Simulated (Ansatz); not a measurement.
# LuH2 (Fm-3m): phonon-mediated transition temperature, part 3 of 3

Each step names its level of theory.

So far, log mean phonon energy ħω_log (meV): step 2 (electron–phonon run: PseudoDojo files, PBEsol PseudoDojo norm-conserving) 25.1; step 3 (resistivity: finite displacements, PBEsol) 25.0.

## 4. Electron–phonon run: r2SCAN at its own relaxed cell

The functional sets the lattice constant, the bands and the force constants.

This step: DFT r2SCAN, scalar-relativistic, plane waves, PAW (Ansatz 0.2.0).

input.yaml

```yaml
crystal:
  lattice:
    - [0.0, 2.4962631302, 2.4962631302]
    - [2.4962631302, 0.0, 2.4962631302]
    - [2.4962631302, 2.4962631302, 0.0]
  atoms:
    - { symbol: Lu, position: [0.0, 0.0, 0.0] }
    - { symbol: H, position: [0.25, 0.25, 0.25] }
    - { symbol: H, position: [0.75, 0.75, 0.75] }
kpoints:
  mp_grid: { grid: [8, 8, 8] }
hamiltonian:
  xc: r2scan
scf:
  occupations: { method: methfessel_paxton, width: 0.2 }
output:
  eigenvalues: true
phonons:
  method: dfpt
  qmesh: [2, 2, 2]
  temperatures: { t_max: 1000, t_step: 50 }
  qpath:
    path:
      - [[0.0, 0.0, 0.0], [0.5, 0.0, 0.5], [0.625, 0.25, 0.625]]
      - [[0.375, 0.375, 0.75], [0.0, 0.0, 0.0], [0.5, 0.5, 0.5], [0.5, 0.25, 0.75], [0.5, 0.0, 0.5]]
    npoints: 10
  electrical_resistivity:
    mesh: [12, 12, 12]
    temperatures: [20.0, 50.0, 80.0, 100.0, 150.0, 200.0, 273.0, 300.0, 400.0, 500.0, 600.0, 800.0]
  superconductivity: { mesh: [12, 12, 12], eliashberg_equations: false }
```

On the command line:

```bash
> ansatz run input.yaml --threads 8 --pin off --max-ram 16384MiB --backend cpu --events-out ev --progress --plain --runs-dir out
```

Numbers of over 12 decimals in the logs are rounded to 6 here.

Log:

```text
[...]
Crystal: 3 atoms, lattice volume = 31.110 Å³
Basis set: ecut = 500 eV, 749 PW (Γ), exchange–correlation on 135×135×135 points (125 copies of the dense FFT grid, shifted against one another)
Bands: 18, of which v1, the nominal top of the filled ones, is band 14 counted from 1 (13 counted from 0)
Symmetry: 48 space group operations
k-points: 95 of 512 (irreducible under 4 space group operations, time reversal used)
[...]
SCF iter   1: F=—  HF=-14777.870077 eV  |F-HF|=—  |Δ(HF+E_count)|=         —  Δρ=9.69e-3  dr2=1.96e-2  dr2_τ=2.43e-2  ethr=1.77e-3  ⟨swp⟩=4.8  Hψ=7866  notcnv=0
[...]
SCF iter  10: F=-14777.882471 eV  HF=-14777.882471 eV  |F-HF|=3.64e-12  |Δ(HF+E_count)|=  3.64e-12  S|Δr|=    0.00e0  Δρ=1.09e-7  dr2=2.03e-12  dr2_τ=7.39e-13  ethr=1.00e-12  ⟨swp⟩=7.9  Hψ=8834  notcnv=0
SCF 1 converged in 10 iterations: F = -14777.882471 eV  dr2 = 2.03e-12
[...]
DFPT response loops at Γ: preconditioner auto → Kerker (q_TF=auto, 2.665 Å⁻¹) (partly filled bands, converged f_vac=0.000); β = 1.00, the filter's whole step (`scf.mixing.beta` (0.50) is not read by the response loops under this deck's `scf.mixing.preconditioner`; to damp them name `kerker` or `kerker_dos`, under which they read `scf.mixing.beta`, and type it under 1.00, their step now; both keys bind the ground state too); Broyden in place of MSR1
[...]
k-points: 29 of 512
SCF iter   1: F=—  HF=-14777.870087 eV  |F-HF|=—  |Δ(HF+E_count)|=         —  Δρ=9.69e-3  dr2=1.96e-2  dr2_τ=2.43e-2  ethr=1.77e-3  ⟨swp⟩=4.8  Hψ=2386  notcnv=0
[...]
SCF iter  10: F=-14777.882471 eV  HF=-14777.882471 eV  |F-HF|=0.00e0  |Δ(HF+E_count)|=  7.28e-12  S|Δr|=    0.00e0  Δρ=1.09e-7  dr2=1.98e-12  dr2_τ=7.50e-13  ethr=1.00e-12  ⟨swp⟩=3.0  Hψ=1383  notcnv=0
SCF 2 converged in 10 iterations: F = -14777.882471 eV  dr2 = 1.98e-12
[...]
SCF converged after 10 iterations
[...]
Free energy (F): -14777.882471 eV
[...]
Internal energy: -14777.877304 eV  (E = F + TS)
E sigma→0 (E₀):  -14777.881180 eV
Entropy (-TS):   -0.005167 eV (-1.722 meV/atom)
Fermi energy:    13.759917 eV
[...]
--- Band table (eV; the first three rows and the last of 95) ---
  k-point 0: bands = [... 10 lower, 8.7311, 8.7311, 12.8299, 15.3066, 15.3066, 15.3066, 18.3135, 18.3135]
  k-point 1: bands = [... 10 lower, 8.7192, 8.7315, 11.6427, 15.5040, 15.5040, 16.9191, 18.0835, 18.0835]
  k-point 2: bands = [... 10 lower, 8.6975, 8.7324, 10.2889, 15.7212, 15.7212, 18.1045, 18.1045, 18.8602]
  k-point 94: bands = [... 10 lower, 8.6931, 8.9545, 8.9545, 12.5377, 15.7977, 20.1422, 20.6333, 20.6333]
--- Phonons (Γ-DFPT): 2 representative perturbations + reference, on 95 of 512 k-points (Σ response iterations 20) ---
  k mesh reduced under 4 symmetry operations, with k and −k counted as one. Each operation leaves every solved perturbation unchanged. A smaller set is not considered because the functional reads the kinetic-energy density
  ASR residual: 2.259e-4 → 0.000e0 eV/Å²; symmetrization residual: 3.315e-7 eV/Å²
  ASR residual per site (eV/Å²): 2.26e-4 2.91e-5 2.91e-5
  Γ frequencies (cm⁻¹): 0.00 0.00 0.00 975.51 975.51 975.51 1198.35 1198.35 1198.35
--- Phonons (arbitrary-q DFPT): 3 irreducible q on the 2×2×2 mesh ---
[...]
interpolated dispersion: 62 rows × 9 modes
[...]
--- Electrical resistivity: potentials and phonons of a 2×2×2 supercell ---
[...]
at the Fermi level of each mesh (of a tensor a third of its trace):
[...]
12×12×12                     0.2732              5.2447    0.3255    0.4206          24.192
          6×6×6                     0.2666              5.1881    0.3134    0.4015          24.587
          3×3×3                     0.2701              4.8437    0.2485    0.3799          26.154
  resistivity on the deck's mesh, µΩ·cm:
[...]
20.00     8.2474e-3             yes     8.2474e-3     8.2474e-3     8.2474e-3       2.1965e-2         9.9531e-3
     50.00     7.4030e-1             yes     7.4030e-1     7.4030e-1     7.4030e-1        1.0314e0         6.7767e-1
     80.00      2.3989e0              no      2.3989e0      2.3989e0      2.3989e0        2.6662e0          1.9953e0
    100.00      3.5218e0              no      3.5218e0      3.5218e0      3.5218e0        3.7541e0          2.8799e0
    150.00      6.1285e0              no      6.1285e0      6.1285e0      6.1285e0        6.3640e0          4.9597e0
    200.00      8.6188e0              no      8.6188e0      8.6188e0      8.6188e0        8.9222e0          6.9641e0
    273.00      1.2359e1              no      1.2359e1      1.2359e1      1.2359e1        1.2822e1          9.9944e0
    300.00      1.3810e1              no      1.3810e1      1.3810e1      1.3810e1        1.4343e1          1.1176e1
    400.00      1.9498e1              no      1.9498e1      1.9498e1      1.9498e1        2.0306e1          1.5829e1
    500.00      2.5514e1              no      2.5514e1      2.5514e1      2.5514e1        2.6586e1          2.0776e1
    600.00      3.1666e1              no      3.1666e1      3.1666e1      3.1666e1        3.2986e1          2.5848e1
    800.00      4.4008e1              no      4.4008e1      4.4008e1      4.4008e1        4.5813e1          3.6040e1
[...]
vibrations of 8 cells: unjudged by the run; compare a larger repeat
[...]
--- Superconductivity: potentials and phonons of a 2×2×2 supercell ---
[...]
mesh         λ    ħω_log (meV)  μ* declared at (meV)
       12×12×12    0.3255          24.192               68.931
          6×6×6    0.3134          24.587               69.811
          3×3×3    0.2485          26.154               73.226
  λ by the species' shares of the modes' patterns: Lu 0.2445, H 0.0810
[...]
0.08      0.574         0.582             -             -             -             -              -
      0.10      0.284         0.287             -             -             -             -              -
      0.12      0.117         0.118             -             -             -             -              -
      0.13      0.068         0.069             -             -             -             -              -
      0.14      0.036         0.037             -             -             -             -              -
      0.16      0.007         0.008             -             -             -             -              -
      0.20      0.000         0.000             -             -             -             -              -
[...]
vibrations of 8 cells: unjudged by the run; compare a larger repeat
[...]
```

Run time: 2 min. Hardware: 8 threads of Arm Neoverse N1, shared host; peak memory 1.2 GiB; 15 min of CPU time.

Numbers from this step:

- volume per atom: 10.37 Å³
- zero point energy: 0.4231 eV/cell
- highest frequency, solved or plainly interpolated: 1198 cm⁻¹
- Debye temperature (second moment): 1651 K
- resistivity at 300 K: 13.81 μΩ cm
- coupling constant λ: 0.3255
- density of states at the Fermi level: 0.2732 states/eV a spin and cell
- log mean phonon energy ħω_log: 24.19 meV
- transport coupling constant λ_tr: 0.4206, 0.4206, 0.4206 (xx, yy, zz)
- Drude plasma energy: 5.245, 5.245, 5.245 eV (xx, yy, zz)
- resistivity times mean free path: 13.94, 13.94, 13.94 × 10⁻¹⁶ Ω m² (xx, yy, zz)
- second-moment phonon energy ħω₂: 68.93 meV

An empty cell: under 1 mK by a formula, or no transition down to the floor of the Eliashberg search. Transition temperatures:

```
  μ*  McMillan Tc (K)  Allen–Dynes Tc (K)
0.08            0.574               0.582
 0.1            0.284               0.287
0.12            0.117               0.118
0.13           0.0679              0.0687
0.14           0.0365              0.0368
0.16          0.00749             0.00757
 0.2                -                   -
```

The Eliashberg function α²F has structure finer than the step of the table below, so its rows give means over 5 meV, whole bins alone (the curve runs from 0.58 to 148 meV). Peaks (meV: height): α²F 13.3: 0.433, 125.9: 0.240, 139.9: 0.692, 142.2: 0.467; α²F tr 13.3: 0.538, 125.9: 0.321, 139.9: 1.04, 142.2: 0.598.

The Eliashberg function α²F by phonon energy; means over each step:

```
phonon energy (meV)      α²F  α²F tr
                  5   9.8e-4  1.4e-4
                 10   0.0600  0.0692
                 15    0.261   0.354
                 20   0.0168  0.0303
                 25        0       0
                 30        0       0
                 35        0       0
                 40        0       0
                 45        0       0
                 50        0       0
                 55        0       0
                 60        0       0
                 65        0       0
                 70        0       0
                 75        0       0
                 80        0       0
                 85        0       0
                 90        0       0
                 95        0       0
                100        0       0
                105        0       0
                110        0       0
                115        0       0
                120  0.00165  3.9e-4
                125    0.146   0.189
                130    0.206   0.267
                135    0.117   0.141
                140    0.441   0.608
                145    0.177   0.157
```

The Eliashberg function α²F has structure finer than the step of the table below, so its rows give means over 5 meV, whole bins alone (the curve runs from 0.58 to 148 meV). Peaks (meV: height): α²F 13.3: 0.433, 125.9: 0.240, 139.9: 0.692, 142.2: 0.467; Lu 13.3: 0.432; H 125.9: 0.239, 139.9: 0.691, 142.2: 0.467.

Eliashberg function α²F against phonon energy; means over each step:

```
phonon energy (meV)      α²F      Lu        H
                  5   9.8e-4  9.8e-4        0
                 10   0.0600  0.0598   1.5e-4
                 15    0.261   0.261   3.8e-4
                 20   0.0168  0.0168   4.9e-6
                 25        0       0        0
                 30        0       0        0
                 35        0       0        0
                 40        0       0        0
                 45        0       0        0
                 50        0       0        0
                 55        0       0        0
                 60        0       0        0
                 65        0       0        0
                 70        0       0        0
                 75        0       0        0
                 80        0       0        0
                 85        0       0        0
                 90        0       0        0
                 95        0       0        0
                100        0       0        0
                105        0       0        0
                110        0       0        0
                115        0       0        0
                120  0.00165  1.2e-5  0.00164
                125    0.146  2.4e-4    0.146
                130    0.206  3.1e-4    0.205
                135    0.117  6.9e-5    0.117
                140    0.441  3.5e-4    0.441
                145    0.177  8.9e-5    0.177
```

## 5. Outcome

| Property | Result |
| --- | --- |
| meshes | q 2×2×2, k 8×8×8, scattering 12×12×12 |
| coupling constant λ | 0.326 |
| log mean phonon energy ħω_log | 24.2 meV |
| Allen–Dynes Tc at μ* = 0.1 | 0.287 K |
| Allen–Dynes Tc at μ* = 0.13 | 0.0687 K |

What this shows: In the last run (r2SCAN, q 2×2×2, k 8×8×8, scattering 12×12×12), with λ = 0.33 and ħω_log = 24.2 meV, Tc at μ* = 0.13 is 0.068 K by McMillan's formula and 0.069 K by Allen and Dynes's. Raising μ* from 0.10 to 0.16 lowers the Allen–Dynes value from 0.29 to 0.0076 K. By the run's own test λ is not converged in the fine mesh: it moves by 4 % between the two finest. The run's transport test calls it not converged in the mesh; ρ(300 K) moves by 3 % in the component that moves most. These meshes are coarse. Over the runs, λ takes the values 0.258, 0.258 and 0.326, in the order shown. μ* is a typed number, phonons are harmonic, and spin fluctuations are left out; at μ* = 0.13 McMillan's formula turns 1 % in λ into about 12 % in Tc.

[Logs are printed without paths, hosts, clocks, repeated set-up lines and the standing remarks that a program may print on its own settings, such as how far it seeks lower states.]

[Hosts, paths, dates, database ids (printed as entryN), source tags and the programs' standing remarks are cut or masked in the printed files.]
